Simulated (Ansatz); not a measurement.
# Si3N4 (P6_3/m): the host for defect calculations

Aim: the runs on the perfect crystal Si3N4 (P6_3/m) that a defect calculation needs first.

Program: Ansatz 0.2.0. Level of theory: plane-wave PAW DFT, PBEsol; single point of the host's primitive cell on a dense mesh; PAW set soft_1, in the first sound run; inputs show where later runs differ. Results are calculated unless marked as measured.

### Step 1. Starting point

It takes space group P6_3/m (No. 176, hexagonal). The conventional cell has a = 7.624 Å, b = 7.624 Å, c = 2.910 Å, α = 90.00°, β = 90.00°, γ = 120.00°. Si has 4 N at 1.73 to 1.74 Å nearest. Nearest to N lie 3 Si at 1.73 Å. Nearest to N lie 3 Si at 1.74 Å. Farther neighbours and most contacts between anions are not listed.

As a file:

```xyz
14
Lattice="7.6245 0.0000 0.0000 -3.8122 6.6030 0.0000 0.0000 0.0000 2.9103" Properties=species:S:1:pos:R:3 pbc="T T T"
Si   -1.3768    5.4544    2.1827
Si    2.2124    1.5348    0.7276
Si    4.0352    3.9196    0.7276
Si   -0.2230    2.6834    2.1827
Si    1.5999    5.0681    2.1827
Si    5.1891    1.1485    0.7276
N     0.0000    4.4020    2.1827
N     3.8122    2.2010    0.7276
N     4.8445    4.4239    2.1827
N    -1.4090    6.4074    0.7276
N     2.4413    4.6195    0.7276
N     1.3710    1.9835    2.1827
N    -1.0323    2.1790    0.7276
N     5.2212    0.1956    2.1827
```

### Step 2. Primitive cell on a dense mesh

A dense mesh gives the host's converged energy, against which the supercell's sampling is tested.

dense/input.yaml

```yaml
crystal:
  lattice:
    - [7.6244572548, 0.0, 0.0]
    - [-3.8122286274, 6.6029736727, 0.0]
    - [0.0, 0.0, 2.9102557759]
  atoms:
    - { symbol: Si, position: [0.2324454814, 0.8260559098, 0.75] }
    - { symbol: Si, position: [0.4063895716, 0.2324454814, 0.25] }
    - { symbol: Si, position: [0.8260559098, 0.5936104284, 0.25] }
    - { symbol: Si, position: [0.1739440902, 0.4063895716, 0.75] }
    - { symbol: Si, position: [0.5936104284, 0.7675545186, 0.75] }
    - { symbol: Si, position: [0.7675545186, 0.1739440902, 0.25] }
    - { symbol: "N", position: [0.3333333333, 0.6666666667, 0.75] }
    - { symbol: "N", position: [0.6666666667, 0.3333333333, 0.25] }
    - { symbol: "N", position: [0.9703841152, 0.6699911715, 0.75] }
    - { symbol: "N", position: [0.3003929436, 0.9703841152, 0.25] }
    - { symbol: "N", position: [0.6699911715, 0.6996070564, 0.25] }
    - { symbol: "N", position: [0.3300088285, 0.3003929436, 0.75] }
    - { symbol: "N", position: [0.0296158848, 0.3300088285, 0.25] }
    - { symbol: "N", position: [0.6996070564, 0.0296158848, 0.75] }
basis:
  ecutwfc: 420
  xc_grid: 2
hamiltonian:
  xc: pbesol
  pseudopotentials: { kind: paw, azcp: { folder: soft_1 }, xc_functional: pbe }
kpoints:
  mp_grid: { grid: [4, 4, 9] }
scf:
  occupations: { method: fermi_dirac, width: 0.01 }
  max_iter: 80
```

On the command line:

```sh
$ ansatz run input.yaml --threads 4 --pin off --max-ram 7536MiB --backend cpu --events-out ev --progress --plain --runs-dir out
```

Numbers of over 12 decimals in the logs are rounded to 6 here.

Log:

```text
Engine: ansatz 0.2.0, aarch64-unknown-linux-gnu
Pseudopotentials: kind: paw
Pseudopotential: Si, paw, valence charge 4, recommended cutoff 420 eV (normal), soft_1/Si.paw.azcp
Pseudopotential: N, paw, valence charge 5, recommended cutoff 420 eV (normal), soft_1/N.paw.azcp
Functional definition: PBEsol
  exchange = pbesol_x
  correlation = pbesol_c
Crystal: 14 atoms, lattice volume = 146.514 Å³
Basis set: ecut = 420 eV, 2859 PW (Γ), exchange–correlation on 108×108×40 points (8 copies of the dense FFT grid, shifted against one another)
Bands: 46, of which v1, the nominal top of the filled ones, is band 32 counted from 1 (31 counted from 0)
Symmetry: 12 space group operations
Space group: P63/m (ITA 176), of the structure as read, at distance tolerance 5.3e-5 Å
k-points: 20 of 144
Non-local potential: Si, projectors of the file, l = 0: 2, l = 1: 2, l = 2: 1
Non-local potential: N, projectors of the file, l = 0: 2, l = 1: 2, l = 2: 1
PAW form: soft (Blöchl's): semilocal exchange-correlation on the pseudo side does not see the compensation charge
PAW frozen core: Si, regenerated for the run's functional, and the local potential with it (the file was generated under x = pbe(κ = 0.804, μ = 0.219515), c = pbe(β = 0.066725))
PAW frozen core: N, regenerated for the run's functional, and the local potential with it (the file was generated under x = pbe(κ = 0.804, μ = 0.219515), c = pbe(β = 0.066725))
PAW one-centre angular grid: Si, 110 points (default); XC on 64 Gauss nodes
PAW one-centre angular grid: N, 110 points (default); XC on 64 Gauss nodes
Initial density: superposition of atomic densities (chi_scale 0.1, normalization cell, long waves kept (reshape's long-wave potential 0.02 eV rms))
Initial wavefunctions: pseudopotential atomic-orbital guess
Functional: x = pbesol(κ = 0.804, μ = 0.123457), c = pbesol(β = 0.046)
SCF iter   1: F=—  HF=-6784.394122 eV  |F-HF|=—  |Δ(HF+E_count)|=         —  Δρ=1.48e-1  dr2=3.34e1  ethr=3.10e-3  ⟨swp⟩=6.8  Hψ=4455  notcnv=0  defer=17
preconditioner: auto → Resta (q_TF=auto, 2.377 Å⁻¹)  ε∞=3.6  [insulator: Δε(μ)=5.861 eV  Ē_g=15.346 eV  σ=0.010 eV  W_gap=1.00  n_scr=32 (ndim 8)  ℏωp=24.5 eV  f_vac=0.011  D(μ)=0.00/eV (n_scr^D=0)  ε∞_Penn≈3.6]
SCF iter   2: F=—  HF=-6774.247488 eV  |F-HF|=—  |Δ(HF+E_count)|=    1.01e1  Δρ=4.83e-2  dr2=1.94e0  ethr=3.10e-3  ⟨swp⟩=3.9  Hψ=2464  notcnv=0  defer=163
SCF iter   3: F=—  HF=-6773.882154 eV  |F-HF|=—  |Δ(HF+E_count)|=   3.65e-1  Δρ=2.38e-2  dr2=4.56e-1  ethr=3.03e-3  ⟨swp⟩=1.1  Hψ=805  notcnv=0  defer=63
automatic band count: iteration 3 solves 41 bands in place of 46: the levels show a gap, and the empty bands left out lie too high to hold charge; the band table lists the bands solved (type scf.n_extra_bands for more)
SCF iter   4: F=—  HF=-6773.812689 eV  |F-HF|=—  |Δ(HF+E_count)|=   6.95e-2  Δρ=2.10e-3  dr2=7.66e-3  ethr=7.13e-4  ⟨swp⟩=2.2  Hψ=939  notcnv=0  defer=63
SCF iter   5: F=—  HF=-6773.817861 eV  |F-HF|=—  |Δ(HF+E_count)|=   5.17e-3  Δρ=1.48e-3  dr2=3.36e-3  ethr=1.20e-5  ⟨swp⟩=3.4  Hψ=1603  notcnv=0  defer=63
SCF iter   6: F=—  HF=-6773.817954 eV  |F-HF|=—  |Δ(HF+E_count)|=   9.35e-5  Δρ=4.05e-4  dr2=2.91e-4  ethr=5.24e-6  ⟨swp⟩=2.8  Hψ=1495  notcnv=0  defer=63
SCF iter   7: F=—  HF=-6773.818126 eV  |F-HF|=—  |Δ(HF+E_count)|=   1.71e-4  Δρ=9.07e-5  dr2=2.19e-5  ethr=4.54e-7  ⟨swp⟩=2.2  Hψ=1407  notcnv=0  defer=65
SCF iter   8: F=—  HF=-6773.818116 eV  |F-HF|=—  |Δ(HF+E_count)|=   9.49e-6  Δρ=2.27e-5  dr2=8.83e-7  ethr=3.42e-8  ⟨swp⟩=2.0  Hψ=1497  notcnv=0  defer=45
automatic band count: iteration 8 solves 40 bands in place of 41: the levels show a gap, and the empty bands left out lie too high to hold charge; the band table lists the bands solved (type scf.n_extra_bands for more)
SCF iter   9: F=-6773.818118 eV  HF=-6773.818118 eV  |F-HF|=2.11e-8  |Δ(HF+E_count)|=   1.81e-6  Δρ=3.50e-6  dr2=2.08e-8  ethr=2.29e-10  ⟨swp⟩=3.2  Hψ=2037  notcnv=0
SCF 1 converged in 9 iterations: F = -6773.818118 eV  dr2 = 2.08e-8
  greatest PAW one-centre occupation: 0.791 electrons in one spin orbital (limit 2), on the N atom at site 7 (counted from 0), in its partial waves of l = 0
SCF converged after 9 iterations
Free energy (F): -6773.818118 eV
Harris-Foulkes:  -6773.818118 eV  (|F-HF|=2.11e-8)
Internal energy: -6773.818118 eV  (E = F + TS)
E sigma→0 (E₀):  -6773.818118 eV
Fermi energy:    10.206388 eV
--- Per-component energies (eV) ---
  E_band       = 53.389457
  E_kinetic    = 1327.890535
  E_local      = -2027.525738  (includes V_loc(G=0)·N_el)
  E_nonlocal   = 407.836451
  E_hartree    = 713.141515
  E_xc         = -819.336963
  E_vxc        = -903.533657  (∫ρ·V_xc dr)
  E_paw        = -3977.229936  (= ΣΔE_a)
  E_vpaw       = -177.565889  (= ΣTr[D̂ρ^β])
  E_aug_tail   = 0.007170  (compensation charges beyond the density's cutoff)
  E_ewald      = -2399.015306
  E_core_change = 0.414155  (= ΣΔE_core)
  E_smearing   = -0.000000  (= −TS)
  E_closure    = 0.000000  (closes the sum)
  Σ components = -6773.818118   (vs F -6773.818118, Δ=0.00e0)
```

The job ended after 2.2 s (4 threads of Arm Neoverse V1, shared host; peak memory 0.5 GiB).

### Step 3. Self-consistent run

This step: plane-wave PAW DFT, PBEsol; single point of the defect-free supercell, a test of its k-points; PAW set soft_1 (Ansatz 0.2.0).

System of this step: Si3N4 (P6_3/m). The cell holds 42 atoms: 18 Si and 24 N. Cell: a = 7.624 Å, b = 7.624 Å, c = 8.731 Å, α = 90.0°, β = 90.0°, γ = 120.0°.

pristine.sampling/input.yaml

```yaml
crystal:
  lattice:
    - [7.6244572548, 0.0, 0.0]
    - [-3.8122286274, 6.6029736727, 0.0]
    - [0.0, 0.0, 8.7307673276]
  atoms:
    - { symbol: Si, position: [0.2324454814, 0.8260559098, 0.25] }
    - { symbol: Si, position: [0.4063895716, 0.2324454814, 0.0833333333] }
    - { symbol: Si, position: [0.8260559098, 0.5936104284, 0.0833333333] }
    - { symbol: Si, position: [0.1739440902, 0.4063895716, 0.25] }
    - { symbol: Si, position: [0.5936104284, 0.7675545186, 0.25] }
    - { symbol: Si, position: [0.7675545186, 0.1739440902, 0.0833333333] }
    - { symbol: "N", position: [0.3333333333, 0.6666666667, 0.25] }
    - { symbol: "N", position: [0.6666666667, 0.3333333333, 0.0833333333] }
    - { symbol: "N", position: [0.9703841152, 0.6699911715, 0.25] }
    - { symbol: "N", position: [0.3003929436, 0.9703841152, 0.0833333333] }
    - { symbol: "N", position: [0.6699911715, 0.6996070564, 0.0833333333] }
    - { symbol: "N", position: [0.3300088285, 0.3003929436, 0.25] }
    - { symbol: "N", position: [0.0296158848, 0.3300088285, 0.0833333333] }
    - { symbol: "N", position: [0.6996070564, 0.0296158848, 0.25] }
    - { symbol: Si, position: [0.2324454814, 0.8260559098, 0.5833333333] }
    - { symbol: Si, position: [0.4063895716, 0.2324454814, 0.4166666667] }
    - { symbol: Si, position: [0.8260559098, 0.5936104284, 0.4166666667] }
    - { symbol: Si, position: [0.1739440902, 0.4063895716, 0.5833333333] }
    - { symbol: Si, position: [0.5936104284, 0.7675545186, 0.5833333333] }
    - { symbol: Si, position: [0.7675545186, 0.1739440902, 0.4166666667] }
    - { symbol: "N", position: [0.3333333333, 0.6666666667, 0.5833333333] }
    - { symbol: "N", position: [0.6666666667, 0.3333333333, 0.4166666667] }
    - { symbol: "N", position: [0.9703841152, 0.6699911715, 0.5833333333] }
    - { symbol: "N", position: [0.3003929436, 0.9703841152, 0.4166666667] }
    - { symbol: "N", position: [0.6699911715, 0.6996070564, 0.4166666667] }
    - { symbol: "N", position: [0.3300088285, 0.3003929436, 0.5833333333] }
    - { symbol: "N", position: [0.0296158848, 0.3300088285, 0.4166666667] }
    - { symbol: "N", position: [0.6996070564, 0.0296158848, 0.5833333333] }
    - { symbol: Si, position: [0.2324454814, 0.8260559098, 0.9166666667] }
    - { symbol: Si, position: [0.4063895716, 0.2324454814, 0.75] }
    - { symbol: Si, position: [0.8260559098, 0.5936104284, 0.75] }
    - { symbol: Si, position: [0.1739440902, 0.4063895716, 0.9166666667] }
    - { symbol: Si, position: [0.5936104284, 0.7675545186, 0.9166666667] }
    - { symbol: Si, position: [0.7675545186, 0.1739440902, 0.75] }
    - { symbol: "N", position: [0.3333333333, 0.6666666667, 0.9166666667] }
    - { symbol: "N", position: [0.6666666667, 0.3333333333, 0.75] }
    - { symbol: "N", position: [0.9703841152, 0.6699911715, 0.9166666667] }
    - { symbol: "N", position: [0.3003929436, 0.9703841152, 0.75] }
    - { symbol: "N", position: [0.6699911715, 0.6996070564, 0.75] }
    - { symbol: "N", position: [0.3300088285, 0.3003929436, 0.9166666667] }
    - { symbol: "N", position: [0.0296158848, 0.3300088285, 0.75] }
    - { symbol: "N", position: [0.6996070564, 0.0296158848, 0.9166666667] }
basis:
  ecutwfc: 420
  xc_grid: 2
hamiltonian:
  xc: pbesol
  pseudopotentials: { kind: paw, azcp: { folder: soft_1 }, xc_functional: pbe }
kpoints:
  mp_grid: { grid: [1, 1, 1], shift: [0.25, 0.25, 0.25] }
scf:
  occupations: { method: fermi_dirac, width: 0.01 }
  max_iter: 80
```

Log:

```text
[...]
Crystal: 42 atoms, lattice volume = 439.543 Å³
Basis set: ecut = 420 eV, 8663 PW (Γ), exchange–correlation on 108×108×120 points (8 copies of the dense FFT grid, shifted against one another)
Bands: 138, of which v1, the nominal top of the filled ones, is band 96 counted from 1 (95 counted from 0)
Symmetry: 6 space group operations
k-points: 1
[...]
SCF iter   1: F=—  HF=-20353.288868 eV  |F-HF|=—  |Δ(HF+E_count)|=         —  Δρ=1.47e-1  dr2=1.00e2  ethr=3.10e-3  ⟨swp⟩=7.0  Hψ=628  notcnv=0  defer=14
[...]
SCF iter  10: F=-20321.673425 eV  HF=-20321.673425 eV  |F-HF|=2.66e-9  |Δ(HF+E_count)|=   2.77e-7  Δρ=4.26e-6  dr2=7.75e-8  ethr=2.29e-10  ⟨swp⟩=2.0  Hψ=313  notcnv=0
SCF 1 converged in 10 iterations: F = -20321.673425 eV  dr2 = 7.75e-8
[...]
SCF converged after 10 iterations
Free energy (F): -20321.673425 eV
[...]
Internal energy: -20321.673425 eV  (E = F + TS)
E sigma→0 (E₀):  -20321.673425 eV
Fermi energy:    10.267253 eV
[...]
```

Wall time 1.9 s (4 threads); peak memory 0.65 GiB.

This step gave:

- energy over dense mesh: -0.005216 eV/atom

### Step 4. Defect free supercell relaxed from its symmetric sites

This cell, the one that will hold the defects, is built from the relaxed host. Its coarser k-points can move the atoms a little, so it is relaxed from the symmetric sites, as the reference for the test of stability.

This step: plane-wave PAW DFT, PBEsol; relaxation of the defect-free supercell from its symmetric sites; PAW set soft_1 (Ansatz 0.2.0).

pristine.symmetric/input.yaml, as its differences from pristine.sampling/input.yaml of step 3:

```diff
@@ -59 +59,12 @@
   max_iter: 80
+output:
+  forces: true
+relax:
+  f_tol: 0.01
+  max_steps: 60
+  escape_saddle: false
+checkpoint:
+  write: "../pristine.symmetric.run"
+  compress: false
+  write_wavefunctions: false
+  write_every: 100000
```

Log:

```text
[... repeated set-up lines and file paths are left out, and long positions are rounded to six places ...]
[...]
Crystal: 42 atoms, lattice volume = 439.543 Å³
Basis set: ecut = 420 eV, 8663 PW (Γ), exchange–correlation on 108×108×120 points (8 copies of the dense FFT grid, shifted against one another)
Bands: 138, of which v1, the nominal top of the filled ones, is band 96 counted from 1 (95 counted from 0)
Symmetry: 6 space group operations
k-points: 1
[...]
SCF iter   1: F=—  HF=-20353.288867 eV  |F-HF|=—  |Δ(HF+E_count)|=         —  Δρ=1.47e-1  dr2=1.00e2  ethr=3.10e-3  ⟨swp⟩=7.0  Hψ=628  notcnv=0  defer=14
[...]
SCF iter   9: F=-20321.673424 eV  HF=-20321.673425 eV  |F-HF|=1.25e-6  |Δ(HF+E_count)|=   5.10e-6  Δρ=2.01e-5  dr2=1.70e-6  ethr=1.30e-9  ⟨swp⟩=5.0  Hψ=450  notcnv=0
SCF 1 converged in 9 iterations: F = -20321.673424 eV  dr2 = 1.70e-6
[...]
relax step   1: F+E_penalty+E_count = -20321.67342363 eV  Δ(F+E_penalty+E_count) = +0.000e0 eV  max|allowed force component| = 1.266e-1 eV/Å  Δτ_max = 0.0000 Å  (9 SCF iters, dr2 threshold 2.50e-6 eV, accepted)
[... the SCF cycles and remarks between the steps are left out from here to the last step ...]
relax step   2: F+E_penalty+E_count = -20321.67813129 eV  Δ(F+E_penalty+E_count) = -4.708e-3 eV  max|allowed force component| = 7.860e-2 eV/Å  Δτ_max = 0.0043 Å  (5 SCF iters, dr2 threshold 1.00e-6 eV, accepted)
relax step   3: F+E_penalty+E_count = -20321.68007861 eV  Δ(F+E_penalty+E_count) = -1.947e-3 eV  max|allowed force component| = 1.275e-2 eV/Å  Δτ_max = 0.0044 Å  (5 SCF iters, dr2 threshold 3.86e-7 eV, accepted)
SCF iter   1: F=—  HF=-20321.680442 eV  |F-HF|=—  |Δ(HF+E_count)|=         —  Δρ=5.35e-5  dr2=6.83e-6  ethr=6.83e-8  ⟨swp⟩=2.0  Hψ=271  notcnv=0  defer=34
[...]
SCF iter   4: F=-20321.680115 eV  HF=-20321.680115 eV  |F-HF|=1.16e-10  |Δ(HF+E_count)|=   2.00e-8  Δρ=1.62e-6  dr2=9.95e-9  ethr=5.21e-11  ⟨swp⟩=4.0  Hψ=429  notcnv=0
SCF 4 converged in 4 iterations: F = -20321.680115 eV  dr2 = 9.95e-9
relax step   4: F+E_penalty+E_count = -20321.68011451 eV  Δ(F+E_penalty+E_count) = -3.590e-5 eV  max|allowed force component| = 3.084e-3 eV/Å  Δτ_max = 0.0005 Å  (4 SCF iters, accepted)
SCF converged after 4 iterations
Free energy (F): -20321.680115 eV
[...]
Internal energy: -20321.680115 eV  (E = F + TS)
E sigma→0 (E₀):  -20321.680115 eV
Fermi energy:    10.267347 eV
[...]
--- Forces (eV/Å), atoms counted from 1 ---
  atom   1  Si     0.00308412    -0.00084988    -0.00033155
  atom   2  Si     0.00055075     0.00186741     0.00021867
  atom   3  Si     0.00254875     0.00217812    -0.00006509
  atom   4  Si    -0.00254875    -0.00217812     0.00006509
  atom   5  Si    -0.00055075    -0.00186741    -0.00021867
  atom   6  Si    -0.00308412     0.00084988     0.00033155
  atom   7  N     -0.00034273     0.00071839     0.00031778
  atom   8  N      0.00034273    -0.00071839    -0.00031778
  atom   9  N     -0.00239104    -0.00145641     0.00020732
  atom  10  N     -0.00104630    -0.00181686     0.00003067
  atom  11  N     -0.00181203     0.00043153     0.00011590
  atom  12  N      0.00181203    -0.00043153    -0.00011590
  atom  13  N      0.00239104     0.00145641    -0.00020732
  atom  14  N      0.00104630     0.00181686    -0.00003067
  atom  15  Si     0.00308412    -0.00084988    -0.00033155
  atom  16  Si     0.00055075     0.00186741     0.00021867
  atom  17  Si     0.00254875     0.00217812    -0.00006509
  atom  18  Si    -0.00254875    -0.00217812     0.00006509
  atom  19  Si    -0.00055075    -0.00186741    -0.00021867
  atom  20  Si    -0.00308412     0.00084988     0.00033155
  atom  21  N     -0.00034273     0.00071839     0.00031778
  atom  22  N      0.00034273    -0.00071839    -0.00031778
  atom  23  N     -0.00239104    -0.00145641     0.00020732
  atom  24  N     -0.00104630    -0.00181686     0.00003067
  atom  25  N     -0.00181203     0.00043153     0.00011590
  atom  26  N      0.00181203    -0.00043153    -0.00011590
  atom  27  N      0.00239104     0.00145641    -0.00020732
  atom  28  N      0.00104630     0.00181686    -0.00003067
  atom  29  Si     0.00308412    -0.00084988    -0.00033155
  atom  30  Si     0.00055075     0.00186741     0.00021867
  atom  31  Si     0.00254875     0.00217812    -0.00006509
  atom  32  Si    -0.00254875    -0.00217812     0.00006509
  atom  33  Si    -0.00055075    -0.00186741    -0.00021867
  atom  34  Si    -0.00308412     0.00084988     0.00033155
  atom  35  N     -0.00034273     0.00071839     0.00031778
  atom  36  N      0.00034273    -0.00071839    -0.00031778
  atom  37  N     -0.00239104    -0.00145641     0.00020732
  atom  38  N     -0.00104630    -0.00181686     0.00003067
  atom  39  N     -0.00181203     0.00043153     0.00011590
  atom  40  N      0.00181203    -0.00043153    -0.00011590
  atom  41  N      0.00239104     0.00145641    -0.00020732
  atom  42  N      0.00104630     0.00181686    -0.00003067
  max |Σ_I F_I| component: 1.08e-18 eV/Å
--- Relaxed structure (4 steps of the walk, 4 accepted, 0 SCFs on fresh bases) ---
  F+E_penalty+E_count = -20321.68011451 eV   max|allowed force component| = 3.084e-3 eV/Å
  atoms:
    - { symbol: Si, position: [0.233632, 0.827078, 0.249989] }
    - { symbol: Si, position: [0.406070, 0.233022, 0.083385] }
    - { symbol: Si, position: [0.826518, 0.592965, 0.083344] }
    - { symbol: Si, position: [0.173482, 0.407035, 0.249989] }
    - { symbol: Si, position: [0.593930, 0.766978, 0.249949] }
    - { symbol: Si, position: [0.766368, 0.172922, 0.083345] }
    - { symbol: N, position: [0.333970, 0.667256, 0.249984] }
    - { symbol: N, position: [0.666030, 0.332744, 0.083349] }
    - { symbol: N, position: [0.970736, 0.669060, 0.249997] }
    - { symbol: N, position: [0.300488, 0.971423, 0.083364] }
    - { symbol: N, position: [0.670461, 0.698958, 0.083319] }
    - { symbol: N, position: [0.329539, 0.301042, 0.250014] }
    - { symbol: N, position: [0.029264, 0.330940, 0.083336] }
    - { symbol: N, position: [0.699512, 0.028577, 0.249970] }
    - { symbol: Si, position: [0.233632, 0.827078, 0.583322] }
    - { symbol: Si, position: [0.406070, 0.233022, 0.416718] }
    - { symbol: Si, position: [0.826518, 0.592965, 0.416677] }
    - { symbol: Si, position: [0.173482, 0.407035, 0.583323] }
    - { symbol: Si, position: [0.593930, 0.766978, 0.583282] }
    - { symbol: Si, position: [0.766368, 0.172922, 0.416678] }
    - { symbol: N, position: [0.333970, 0.667256, 0.583317] }
    - { symbol: N, position: [0.666030, 0.332744, 0.416683] }
    - { symbol: N, position: [0.970736, 0.669060, 0.583331] }
    - { symbol: N, position: [0.300488, 0.971423, 0.416697] }
    - { symbol: N, position: [0.670461, 0.698958, 0.416653] }
    - { symbol: N, position: [0.329539, 0.301042, 0.583347] }
    - { symbol: N, position: [0.029264, 0.330940, 0.416669] }
    - { symbol: N, position: [0.699512, 0.028577, 0.583303] }
    - { symbol: Si, position: [0.233632, 0.827078, 0.916655] }
    - { symbol: Si, position: [0.406070, 0.233022, 0.750051] }
    - { symbol: Si, position: [0.826518, 0.592965, 0.750011] }
    - { symbol: Si, position: [0.173482, 0.407035, 0.916656] }
    - { symbol: Si, position: [0.593930, 0.766978, 0.916615] }
    - { symbol: Si, position: [0.766368, 0.172922, 0.750011] }
    - { symbol: N, position: [0.333970, 0.667256, 0.916651] }
    - { symbol: N, position: [0.666030, 0.332744, 0.750016] }
    - { symbol: N, position: [0.970736, 0.669060, 0.916664] }
    - { symbol: N, position: [0.300488, 0.971423, 0.750030] }
    - { symbol: N, position: [0.670461, 0.698958, 0.749986] }
    - { symbol: N, position: [0.329539, 0.301042, 0.916681] }
    - { symbol: N, position: [0.029264, 0.330940, 0.750003] }
    - { symbol: N, position: [0.699512, 0.028577, 0.916636] }
```

It took 5.5 s on 4 threads; peak memory 0.68 GiB.

Relaxation path:

```csv
step,energy less that of the first step (eV),largest force component (eV/Å)
1,0.0000,0.1266
2,-0.0047,0.0786
3,-0.0067,0.0128
4,-0.0067,0.0031
```

The run keeps the 6 symmetry operations that it works with, so distortions that break them were not tested.

First to last step the energy falls by 0.007 eV; the largest move, 0.009 Å, is that of N37 and 5 other atoms alike.

(Continued in part 2 of 2.)

[Logs are printed without paths, hosts, clocks, repeated set-up lines and the standing remarks that a program may print on its own settings, such as how far it seeks lower states.]

[Hosts, paths, dates, database ids (printed as entryN), source tags and the programs' standing remarks are cut or masked in the printed files.]

[Runs of the host that timed out are not shown.]

[For some hosts the program warned that the k-mesh of the response run may be too coarse for force constants and the static dielectric constant; such warnings are not always shown.]
